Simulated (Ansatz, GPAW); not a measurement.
## Work function of Si/Ag(110) at several levels

Aim: the work function of both faces of Si/Ag(110), and its spread over functionals and bases.

Calculated with GPAW 26.7.0 and Ansatz 0.2.0; Ansatz plane waves; slab in vacuum with a dipole correction, relaxation; PAW set soft_1, in the first sound run; inputs show where later runs differ.

## Step 1: Set-up

The cell holds 6 atoms: 5 Ag and 1 Si. Its edges and angles: a = 4.090 Å, b = 2.892 Å, c = 25.529 Å, α = 90.0°, β = 90.0°, γ = 90.0°. Vacuum lies along c.

## Step 2: Relaxation

The atoms are relaxed first, since the surface dipole, and with it the work function, follows the positions of the outer layers. The lowest 3 atoms are held at bulk positions and keep their forces.

input.yaml reads:

```yaml
crystal:
  lattice:
    - [4.09, 0.0, 0.0]
    - [0.0, 2.8920667351, 0.0]
    - [0.0, 0.0, 25.5286445764]
  atoms:
    - { symbol: Ag, position: [0.0, 0.0, 0.3525451566] }
    - { symbol: Ag, position: [0.5, 0.5, 0.4091887188] }
    - { symbol: Ag, position: [0.0, 0.0, 0.465832281] }
    - { symbol: Ag, position: [0.5, 0.5, 0.5224758433] }
    - { symbol: Ag, position: [0.0, 0.0, 0.5791194055] }
    - { symbol: Si, position: [0.5, 0.0, 0.6474548434] }
kpoints:
  mp_grid: { grid: [8, 11, 1] }
hamiltonian:
  xc: pbe
  pseudopotentials: { kind: paw, azcp: { folder: soft_1 } }
scf:
  occupations: { method: fermi_dirac, width: 0.1 }
efield:
  axis: 3
  dipole_correction: true
  ramp_width: 0.05
relax:
  f_tol: 0.02
  max_steps: 60
  constraints: [{ sites: [0, 1, 2] }]
output:
  write_potential: true
  write_density: true
  volumetric_format: npy
```

Launch:

```sh
$ ansatz run input.yaml --threads 4 --pin off --max-ram 8192MiB --backend cpu --events-out ev --progress --plain --runs-dir out
```

Numbers of over 12 decimals in the logs are rounded to 6 here.

Output:

```text
Engine: ansatz 0.2.0, aarch64-unknown-linux-gnu
Pseudopotentials: kind: paw
Pseudopotential: Ag, paw, valence charge 19, recommended cutoff 420 eV (normal), soft_1/Ag.paw.azcp
Pseudopotential: Si, paw, valence charge 4, recommended cutoff 420 eV (normal), soft_1/Si.paw.azcp
Functional definition: PBE
  parameter kappa = 0.804
  parameter beta = 0.066725
  exchange = pbe_x(kappa = kappa, mu = beta*pi^2/3)
  correlation = pbe_c(beta = beta)
Crystal: 6 atoms, lattice volume = 301.967 Å³
Basis set: ecut = 420 eV, 5905 PW (Γ), exchange–correlation on 60×40×360 points (8 copies of the dense FFT grid, shifted against one another)
Bands: 60, of which v1, the nominal top of the filled ones, is band 50 counted from 1 (49 counted from 0)
Symmetry: 4 space group operations
Space group: Pmm2 (ITA 25), of the structure as read, at distance tolerance 6.7e-5 Å
k-points: 30 of 88
Non-local potential: Ag, projectors of the file, l = 0: 3, l = 1: 2, l = 2: 2, l = 3: 1
Non-local potential: Si, projectors of the file, l = 0: 2, l = 1: 2, l = 2: 1
PAW form: soft (Blöchl's): semilocal exchange-correlation on the pseudo side does not see the compensation charge
PAW one-centre angular grid: Ag, 590 points (default); XC on 64 Gauss nodes
PAW one-centre angular grid: Si, 110 points (default); XC on 64 Gauss nodes
Initial density: superposition of atomic densities (neutral atoms: chi_scale 0, normalization atom)
Initial wavefunctions: pseudopotential atomic-orbital guess
Functional: x = pbe(κ = 0.804, μ = 0.219515), c = pbe(β = 0.066725)
SCF iter   1: F=—  HF=-38588.025243 eV  |F-HF|=—  |Δ(HF+E_count)|=         —  Δρ=3.78e-2  dr2=7.81e0  ethr=3.10e-3  p=0.000 e·Å  D=5.65e-8 V/Å  ΔV_dip=-0.00 eV  dr2_dipole=1.48e0  V_vac-E_F(+/−)=4.77/4.77 eV  ⟨swp⟩=8.2  Hψ=7793  notcnv=0  defer=16
efield: sawtooth ramp at fractional position 0.9750 (placed from the atoms, in the widest stretch of the axis that holds none; the zero of the levels goes with the place), width 0.0500; the density the first Hamiltonian is built on has a dipole p = 0.000 e·Å; the dipole correction subtracts the counter field D = 5.65e-8 V/Å, which shifts the + side's vacuum level by -0.00 eV against the − side's; the planar-averaged density in the ramp window peaks in size at 1.1e-6 e/Å³
preconditioner: auto → LDOS  [metal: Δε(μ)=0.038 eV  Ē_g=7.864 eV  σ=0.100 eV  W_gap=0.09  n_scr=54 (ndim 8)  ℏωp=16.4 eV  f_vac=0.587  D(μ)=2.17/eV (n_scr^D=8)  β→1.0]
SCF iter   2: F=—  HF=-38588.473681 eV  |F-HF|=—  |Δ(HF+E_count)|=   4.48e-1  Δρ=4.82e-2  dr2=6.13e0  ethr=3.10e-3  p=-0.066 e·Å  D=-3.93e-2 V/Å  ΔV_dip=1.00 eV  dr2_dipole=1.63e-1  V_vac-E_F(+/−)=4.64/3.64 eV  ⟨swp⟩=3.1  Hψ=4288  notcnv=0  defer=57
SCF iter   3: F=—  HF=-38586.661733 eV  |F-HF|=—  |Δ(HF+E_count)|=    1.81e0  Δρ=4.47e-3  dr2=4.77e-2  ethr=3.10e-3  p=-0.039 e·Å  D=-2.36e-2 V/Å  ΔV_dip=0.60 eV  dr2_dipole=1.49e-3  V_vac-E_F(+/−)=4.69/4.08 eV  ⟨swp⟩=2.2  Hψ=3503  notcnv=0  defer=55
SCF iter   4: F=—  HF=-38586.663969 eV  |F-HF|=—  |Δ(HF+E_count)|=   2.24e-3  Δρ=2.20e-3  dr2=1.37e-2  ethr=4.82e-5  p=-0.037 e·Å  D=-2.22e-2 V/Å  ΔV_dip=0.57 eV  dr2_dipole=6.34e-6  V_vac-E_F(+/−)=4.58/4.02 eV  ⟨swp⟩=2.0  Hψ=3774  notcnv=0  defer=57
SCF iter   5: F=—  HF=-38586.661245 eV  |F-HF|=—  |Δ(HF+E_count)|=   2.72e-3  Δρ=6.01e-4  dr2=8.57e-4  ethr=1.39e-5  p=-0.035 e·Å  D=-2.12e-2 V/Å  ΔV_dip=0.54 eV  dr2_dipole=2.44e-5  V_vac-E_F(+/−)=4.56/4.01 eV  ⟨swp⟩=2.0  Hψ=3223  notcnv=0  defer=57
SCF iter   6: F=—  HF=-38586.661901 eV  |F-HF|=—  |Δ(HF+E_count)|=   6.56e-4  Δρ=2.01e-4  dr2=1.35e-4  ethr=8.66e-7  p=-0.034 e·Å  D=-2.01e-2 V/Å  ΔV_dip=0.51 eV  dr2_dipole=6.61e-6  V_vac-E_F(+/−)=4.51/4.00 eV  ⟨swp⟩=3.1  Hψ=3811  notcnv=0  defer=57
SCF iter   7: F=—  HF=-38586.661890 eV  |F-HF|=—  |Δ(HF+E_count)|=   1.05e-5  Δρ=5.74e-5  dr2=1.10e-5  ethr=1.36e-7  p=-0.033 e·Å  D=-1.98e-2 V/Å  ΔV_dip=0.51 eV  dr2_dipole=5.77e-7  V_vac-E_F(+/−)=4.50/4.00 eV  ⟨swp⟩=2.1  Hψ=2666  notcnv=0  defer=57
SCF iter   8: F=-38586.661894 eV  HF=-38586.661893 eV  |F-HF|=1.08e-6  |Δ(HF+E_count)|=   2.24e-6  Δρ=1.88e-5  dr2=1.03e-6  ethr=1.01e-8  p=-0.033 e·Å  D=-1.97e-2 V/Å  ΔV_dip=0.50 eV  dr2_dipole=4.67e-8  V_vac-E_F(+/−)=4.50/3.99 eV  ⟨swp⟩=11.6  Hψ=14639  notcnv=0
SCF 1 converged in 8 iterations: F = -38586.661894 eV  dr2 = 1.03e-6
  Residual-converged pass: ⟨swp⟩=1.0  Hψ=1920  notcnv=0  max |occ|·‖R‖ = 7.0e-9 eV (tolerance 1.0e-8 eV)  dr2=1.03e-6  dr2_onsite=2.80e-8  max |Δocc| = 6.7e-11
  greatest PAW one-centre occupation: 1.001 electrons in one spin orbital (limit 2), on the Ag atom at site 4 (counted from 0), in its partial waves of l = 0
relax step   1: F+E_penalty+E_count = -38586.66189370 eV  Δ(F+E_penalty+E_count) = +0.000e0 eV  max|allowed force component| = 8.356e-1 eV/Å  Δτ_max = 0.0000 Å  (8 SCF iters, dr2 threshold 1.00e-5 eV, accepted)
Initial density: handed on by an earlier stage of this run
Initial wavefunctions: those handed on with the density
iter 1 solved again at ethr=6.93e-5 eV; its pass at ethr=3.10e-3 eV (dr2=6.86e-2 eV) is discarded
SCF iter   1: F=—  HF=-38586.846523 eV  |F-HF|=—  |Δ(HF+E_count)|=         —  Δρ=4.00e-3  dr2=6.40e-2  ethr=6.93e-5  p=-0.033 e·Å  D=-1.97e-2 V/Å  ΔV_dip=0.50 eV  dr2_dipole=3.82e-3  V_vac-E_F(+/−)=4.55/4.05 eV  ⟨swp⟩=2.1  Hψ=7476  notcnv=0  defer=52
efield: sawtooth ramp at fractional position 0.9750 (handed on by an earlier solve), width 0.0500; the density the first Hamiltonian is built on has a dipole p = -0.033 e·Å; the dipole correction subtracts the counter field D = -1.97e-2 V/Å, which shifts the + side's vacuum level by +0.50 eV against the − side's; the planar-averaged density in the ramp window peaks in size at 3.3e-6 e/Å³
preconditioner: auto → LDOS  [metal: Δε(μ)=0.022 eV  Ē_g=8.403 eV  σ=0.100 eV  W_gap=0.05  n_scr=54 (ndim 8)  ℏωp=16.4 eV  f_vac=0.598  D(μ)=1.86/eV (n_scr^D=8)  β→1.0]
SCF iter   2: F=—  HF=-38586.842443 eV  |F-HF|=—  |Δ(HF+E_count)|=   4.08e-3  Δρ=3.40e-3  dr2=3.62e-2  ethr=6.47e-5  p=-0.036 e·Å  D=-2.18e-2 V/Å  ΔV_dip=0.56 eV  dr2_dipole=2.52e-3  V_vac-E_F(+/−)=4.60/4.04 eV  ⟨swp⟩=2.0  Hψ=3482  notcnv=0  defer=52
SCF iter   3: F=—  HF=-38586.835373 eV  |F-HF|=—  |Δ(HF+E_count)|=   7.07e-3  Δρ=9.86e-4  dr2=2.83e-3  ethr=3.66e-5  p=-0.038 e·Å  D=-2.25e-2 V/Å  ΔV_dip=0.57 eV  dr2_dipole=8.75e-5  V_vac-E_F(+/−)=4.62/4.04 eV  ⟨swp⟩=2.0  Hψ=3473  notcnv=0  defer=52
[...]
preconditioner: auto → LDOS  [metal: Δε(μ)=0.041 eV  Ē_g=8.498 eV  σ=0.100 eV  W_gap=0.10  n_scr=54 (ndim 8)  ℏωp=16.4 eV  f_vac=0.602  D(μ)=1.86/eV (n_scr^D=8)  β→1.0]
SCF iter   2: F=—  HF=-38586.846655 eV  |F-HF|=—  |Δ(HF+E_count)|=   2.20e-4  Δρ=1.61e-3  dr2=1.33e-2  ethr=1.17e-5  p=-0.035 e·Å  D=-2.08e-2 V/Å  ΔV_dip=0.53 eV  dr2_dipole=5.92e-5  V_vac-E_F(+/−)=4.65/4.12 eV  ⟨swp⟩=2.9  Hψ=3671  notcnv=0  defer=56
SCF iter   3: F=—  HF=-38586.843844 eV  |F-HF|=—  |Δ(HF+E_count)|=   2.81e-3  Δρ=3.56e-4  dr2=3.61e-4  ethr=1.17e-5  p=-0.038 e·Å  D=-2.25e-2 V/Å  ΔV_dip=0.57 eV  dr2_dipole=1.74e-5  V_vac-E_F(+/−)=4.66/4.09 eV  ⟨swp⟩=2.0  Hψ=3245  notcnv=0  defer=56
SCF iter   4: F=—  HF=-38586.843800 eV  |F-HF|=—  |Δ(HF+E_count)|=   4.40e-5  Δρ=1.84e-4  dr2=1.00e-4  ethr=3.65e-7  p=-0.037 e·Å  D=-2.22e-2 V/Å  ΔV_dip=0.57 eV  dr2_dipole=6.42e-6  V_vac-E_F(+/−)=4.66/4.09 eV  ⟨swp⟩=3.0  Hψ=3504  notcnv=0  defer=56
SCF iter   5: F=—  HF=-38586.843779 eV  |F-HF|=—  |Δ(HF+E_count)|=   2.07e-5  Δρ=3.22e-5  dr2=3.62e-6  ethr=1.01e-7  p=-0.037 e·Å  D=-2.23e-2 V/Å  ΔV_dip=0.57 eV  dr2_dipole=2.55e-7  V_vac-E_F(+/−)=4.66/4.09 eV  ⟨swp⟩=2.1  Hψ=2723  notcnv=0  defer=56
SCF iter   6: F=-38586.843780 eV  HF=-38586.843780 eV  |F-HF|=1.57e-7  |Δ(HF+E_count)|=   3.32e-7  Δρ=1.50e-5  dr2=6.43e-7  ethr=3.19e-9  p=-0.037 e·Å  D=-2.23e-2 V/Å  ΔV_dip=0.57 eV  dr2_dipole=2.11e-9  V_vac-E_F(+/−)=4.66/4.09 eV  ⟨swp⟩=11.2  Hψ=14442  notcnv=0
SCF 3 converged in 6 iterations: F = -38586.843780 eV  dr2 = 6.43e-7
relax step   3: F+E_penalty+E_count = -38586.84377959 eV  Δ(F+E_penalty+E_count) = -8.999e-3 eV  max|allowed force component| = 5.009e-2 eV/Å  Δτ_max = 0.1118 Å  (6 SCF iters, dr2 threshold 3.16e-6 eV, accepted)
[...]
relax step   4: F+E_penalty+E_count = -38586.84427733 eV  Δ(F+E_penalty+E_count) = -4.977e-4 eV  max|allowed force component| = 2.636e-2 eV/Å  Δτ_max = 0.0523 Å  (7 SCF iters, accepted)
SCF iter   1: F=—  HF=-38586.844757 eV  |F-HF|=—  |Δ(HF+E_count)|=         —  Δρ=3.94e-4  dr2=5.16e-4  ethr=5.48e-6  p=-0.037 e·Å  D=-2.21e-2 V/Å  ΔV_dip=0.56 eV  dr2_dipole=8.82e-6  V_vac-E_F(+/−)=4.64/4.08 eV  ⟨swp⟩=3.1  Hψ=3681  notcnv=0  defer=58
efield: sawtooth ramp at fractional position 0.9750 (handed on by an earlier solve), width 0.0500; the density the first Hamiltonian is built on has a dipole p = -0.037 e·Å; the dipole correction subtracts the counter field D = -2.21e-2 V/Å, which shifts the + side's vacuum level by +0.56 eV against the − side's; the planar-averaged density in the ramp window peaks in size at 3.4e-6 e/Å³
preconditioner: auto → LDOS  [metal: Δε(μ)=0.011 eV  Ē_g=8.495 eV  σ=0.100 eV  W_gap=0.03  n_scr=54 (ndim 8)  ℏωp=16.4 eV  f_vac=0.601  D(μ)=1.85/eV (n_scr^D=8)  β→1.0]
SCF iter   2: F=—  HF=-38586.844766 eV  |F-HF|=—  |Δ(HF+E_count)|=   8.33e-6  Δρ=3.28e-4  dr2=7.57e-4  ethr=5.21e-7  p=-0.037 e·Å  D=-2.22e-2 V/Å  ΔV_dip=0.57 eV  dr2_dipole=4.61e-5  V_vac-E_F(+/−)=4.64/4.08 eV  ⟨swp⟩=3.0  Hψ=3568  notcnv=0  defer=58
SCF iter   3: F=—  HF=-38586.844624 eV  |F-HF|=—  |Δ(HF+E_count)|=   1.42e-4  Δρ=4.68e-5  dr2=1.08e-5  ethr=5.21e-7  p=-0.037 e·Å  D=-2.22e-2 V/Å  ΔV_dip=0.57 eV  dr2_dipole=2.44e-6  V_vac-E_F(+/−)=4.65/4.08 eV  ⟨swp⟩=2.0  Hψ=3079  notcnv=0  defer=58
SCF iter   4: F=—  HF=-38586.844697 eV  |F-HF|=—  |Δ(HF+E_count)|=   7.37e-5  Δρ=5.03e-5  dr2=8.57e-6  ethr=1.09e-8  p=-0.037 e·Å  D=-2.22e-2 V/Å  ΔV_dip=0.57 eV  dr2_dipole=3.22e-7  V_vac-E_F(+/−)=4.65/4.08 eV  ⟨swp⟩=3.0  Hψ=3910  notcnv=0  defer=58
SCF iter   5: F=—  HF=-38586.844695 eV  |F-HF|=—  |Δ(HF+E_count)|=   1.84e-6  Δρ=8.18e-6  dr2=2.18e-7  ethr=8.66e-9  p=-0.037 e·Å  D=-2.22e-2 V/Å  ΔV_dip=0.57 eV  dr2_dipole=4.62e-9  V_vac-E_F(+/−)=4.65/4.08 eV  ⟨swp⟩=2.0  Hψ=3087  notcnv=0  defer=58
SCF iter   6: F=-38586.844696 eV  HF=-38586.844696 eV  |F-HF|=4.23e-8  |Δ(HF+E_count)|=   2.57e-8  Δρ=2.09e-6  dr2=9.87e-9  ethr=1.01e-10  p=-0.037 e·Å  D=-2.22e-2 V/Å  ΔV_dip=0.57 eV  dr2_dipole=2.08e-12  V_vac-E_F(+/−)=4.65/4.08 eV  ⟨swp⟩=10.1  Hψ=12931  notcnv=0
SCF 5 converged in 6 iterations: F = -38586.844696 eV  dr2 = 9.87e-9
relax step   5: F+E_penalty+E_count = -38586.84469557 eV  Δ(F+E_penalty+E_count) = -4.182e-4 eV  max|allowed force component| = 1.878e-3 eV/Å  Δτ_max = 0.0180 Å  (6 SCF iters, accepted)
NSCF: frozen V_eff on 30 k-points
the band table was solved once a step of the walk had ended and its energy, with any forces and stress, was formed, with the checks that follow a solve (9955 applications of the Hamiltonian). They found nothing against the state; the energy, forces and stress were not computed again (output.eigenvalues in the input reference)
WARN: The input density's exchange-correlation potential varies sharply where the density is thin. Do not read a vacuum level from v_tot or v_xc, or from such a field of the output density. On a cell that repeats whose density bears no net charge and no dipole along the vacuum's axis use v_es (v_loc + v_h of the components); under efield.dipole_correction with no amplitude use v_es + v_field, which holds any external [...]
SCF converged after 6 iterations
Free energy (F): -38586.844696 eV
Harris-Foulkes:  -38586.844696 eV  (|F-HF|=4.23e-8)
Internal energy: -38586.782742 eV  (E = F + TS)
E sigma→0 (E₀):  -38586.813719 eV
Entropy (-TS):   -0.061954 eV (-10.326 meV/atom)
Fermi energy:    2.482936 eV
Dipole field:    D = -0.022239 V/Å  (p = -0.037111 e·Å, saw-weighted, corrected)
Work function:   Φ+ = 4.6460 eV   Φ− = 4.0783 eV
Levels:          The Fermi level and band energies are counted from a zero that moves with the ramp; work functions are not
--- Per-component energies (eV) ---
  E_band       = -2592.107603
  E_kinetic    = 2374.286292
  E_local      = -166112.972695  (includes V_loc(G=0)·N_el)
  E_nonlocal   = 180.876463
  E_hartree    = 82259.862965
  E_xc         = -848.847009
  E_vxc        = -1050.224346  (∫ρ·V_xc dr)
  E_paw        = -20288.018717  (= ΣΔE_a)
  E_vpaw       = -2502.345787  (= ΣTr[D̂ρ^β])
  E_aug_tail   = 0.001946  (compensation charges beyond the density's cutoff)
  E_efield     = 0.000413  (sawtooth field / dipole correction)
  E_vefield    = -1.455846  (∫n·V_field dr)
  E_ewald      = 63848.027601
  E_smearing   = -0.061954  (= −TS)
  E_closure    = 0.000000  (closes the sum)
  Σ components = -38586.844696   (vs F -38586.844696, Δ=0.00e0)
--- Forces (eV/Å), atoms counted from 1 ---
  atom   1  Ag     0.00000000     0.00000000     0.06769277
  atom   2  Ag     0.00000000     0.00000000    -0.19547653
  atom   3  Ag     0.00000000     0.00000000     0.13054908
  atom   4  Ag     0.00000000     0.00000000     0.00048456
  atom   5  Ag     0.00000000     0.00000000    -0.00133150
  atom   6  Si     0.00000000     0.00000000    -0.00187841
  max |Σ_I F_I| component: 4.00e-5 eV/Å
--- Band table (eV; the first three rows and the last of 30) ---
  k-point 0: bands = [... 46 lower, -0.6623, -0.3699, 0.9657, 2.8536, 2.9800, 5.1437, 5.6041, 6.0492, ... 6 higher]
  k-point 1: bands = [... 46 lower, -0.5639, -0.4824, 1.0875, 3.0620, 3.1334, 5.2966, 5.8960, 6.1208, ... 6 higher]
  k-point 2: bands = [... 46 lower, -0.5520, -0.4234, 1.4504, 3.5606, 3.5640, 5.2783, 5.7397, 6.7179, ... 6 higher]
  k-point 29: bands = [... 46 lower, 1.1215, 2.0600, 2.7195, 2.9253, 4.1681, 4.5019, 6.1813, 6.2866, ... 6 higher]
--- Relaxed structure (5 steps of the walk, 5 accepted, 0 SCFs on fresh bases) ---
  F+E_penalty+E_count = -38586.84469557 eV   max|allowed force component| = 1.878e-3 eV/Å
  atoms:
    - { symbol: Ag, position: [0.0, 0.0, 0.352545] }
    - { symbol: Ag, position: [0.500000, 0.500000, 0.409189] }
    - { symbol: Ag, position: [0.0, 0.0, 0.465832] }
    - { symbol: Ag, position: [0.500000, 0.500000, 0.525981] }
    - { symbol: Ag, position: [0.0, 0.0, 0.582580] }
    - { symbol: Si, position: [0.500000, 0.0, 0.636938] }
```

Wall time 61 s (4 threads of Arm Neoverse V1, shared host); peak memory 0.86 GiB; 4 min of CPU time.

Step by step:

| step | energy less that of the first step (eV) | largest force component (eV/Å) |
| --- | --- | --- |
| 1 | 0.0000 | 0.8356 |
| 2 | -0.1729 | 0.2247 |
| 3 | -0.1819 | 0.0501 |
| 4 | -0.1824 | 0.0264 |
| 5 | -0.1828 | 0.0019 |

The run keeps the 4 symmetry operations that it works with, so distortions that break them were not tested.

The atoms that moved most (Å):

| atom | dx | dy | dz | length |
| --- | --- | --- | --- | --- |
| Si6 | 0.000 | 0.000 | -0.268 | 0.268 |
| Ag4 | 0.000 | 0.000 | 0.089 | 0.089 |
| Ag5 | 0.000 | 0.000 | 0.088 | 0.088 |

The relaxed structure:

```cif
data_structure
_symmetry_space_group_name_H-M 'P 1'
_symmetry_Int_Tables_number 1
_cell_length_a 4.0900
_cell_length_b 2.8921
_cell_length_c 25.5286
_cell_angle_alpha 90.000
_cell_angle_beta 90.000
_cell_angle_gamma 90.000
_cell_volume 301.97
loop_
_atom_site_label
_atom_site_type_symbol
_atom_site_fract_x
_atom_site_fract_y
_atom_site_fract_z
_atom_site_occupancy
Ag1 Ag 0.00000 0.00000 0.35255 1
Ag2 Ag 0.50000 0.50000 0.40919 1
Ag3 Ag 0.00000 0.00000 0.46583 1
Ag4 Ag 0.50000 0.50000 0.52598 1
Ag5 Ag 0.00000 0.00000 0.58258 1
Si6 Si 0.50000 0.00000 0.63694 1
```

Numbers from this step:

```
free energy             : -38586.8447 eV
smearing term TS        : 0.06195 eV
symmetry operations     : 4
upper work function     : 4.646 eV
lower work function     : 4.078 eV
dipole along the normal : -0.03711 e·Å
dipole field            : -0.02224 V/Å
vacuum level above      : 7.129 eV
vacuum level below      : 6.561 eV
```

The electrostatic potential energy of an electron (with the applied field's), less the Fermi level, planar mean by z:

z (Å), electrostatic potential energy of an electron (with the applied field's), less the Fermi level, planar mean (eV) and a bar from the least value:
```
        0       4.36 #############################
        1       4.08 ############################
        2       4.08 ############################
        3       4.08 ############################
        4       4.08 ############################
        5       4.08 ############################
        6       4.07 ############################
        7       3.92 ############################
        8       1.82 ######################
        9      -4.94 ###
       10      -5.62 #
       11      -5.81 
       12      -5.32 ##
       13      -5.21 ##
       14      -5.96 
       15      -5.84 
       16      -5.91 
       17       0.02 #################
       18       4.32 #############################
       19       4.62 ##############################
       20       4.64 ##############################
       21       4.65 ##############################
       22       4.65 ##############################
       23       4.65 ##############################
       24       4.65 ##############################
       25       4.60 ##############################
```

The valence density, planar mean oscillates, so the rows of the table below give means over windows of 1.42 Å about each position, cut where the curve ends. Its maxima inside the range that stand out by 2 % of the span (Å: e/Å³): 9.1: 1.63, 10.5: 1.67, 11.9: 1.68, 13.5: 1.67, 14.9: 1.69. Its minima: 9.8: 0.587, 11.2: 0.572, 12.6: 0.480, 14.2: 0.574.

Valence density, planar mean against z; means over each step:

| z (Å) | valence density, planar mean (e/Å³) |
| --- | --- |
| 4.97 | 5.6e-5 |
| 6.39 | 0.00194 |
| 7.81 | 0.139 |
| 9.23 | 1.09 |
| 10.65 | 1.12 |
| 12.07 | 1.09 |
| 13.49 | 1.11 |
| 14.91 | 1.10 |
| 16.33 | 0.205 |
| 17.75 | 0.0376 |
| 19.17 | 9.7e-4 |
| 20.59 | 2.0e-5 |

The relaxation lowered the energy of the cell by 0.183 eV.

[end of part 1 of 3]

[Logs are printed without paths, hosts, clocks, repeated set-up lines and the standing remarks that a program may print on its own settings, such as how far it seeks lower states.]

[Hosts, paths, dates, database ids (printed as entryN), source tags and the programs' standing remarks are cut or masked in the printed files.]
